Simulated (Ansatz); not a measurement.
# Work function of hcp Ru face by face (PBEsol)

Does the work function of Ru follow how densely a face is packed?

All values are computed: Ansatz 0.2.0, PBEsol, plane waves, scalar-relativistic unless marked; slabs or sheets with vacuum, the vacuum level from the planar mean of the electrostatic potential.

```
 face  atoms in the slab  top-layer atoms per Å²  work function (eV)
(100)                 12                   0.086                4.89
(001)                  6                   0.158                5.14
```

The densest face listed is +0.25 eV against the most open one. That fits Smoluchowski's order: on an open face electrons flow from the ridges into the troughs, which leaves a dipole with its positive end outwards and lowers the barrier.

The slabs are 1×1 cuts on the parent's lattice, 10.4 to 12.2 Å between the outer relaxed layers. Two faces can't establish a trend.

[Logs are printed without paths, hosts, clocks, repeated set-up lines and the standing remarks that a program may print on its own settings, such as how far it seeks lower states.]
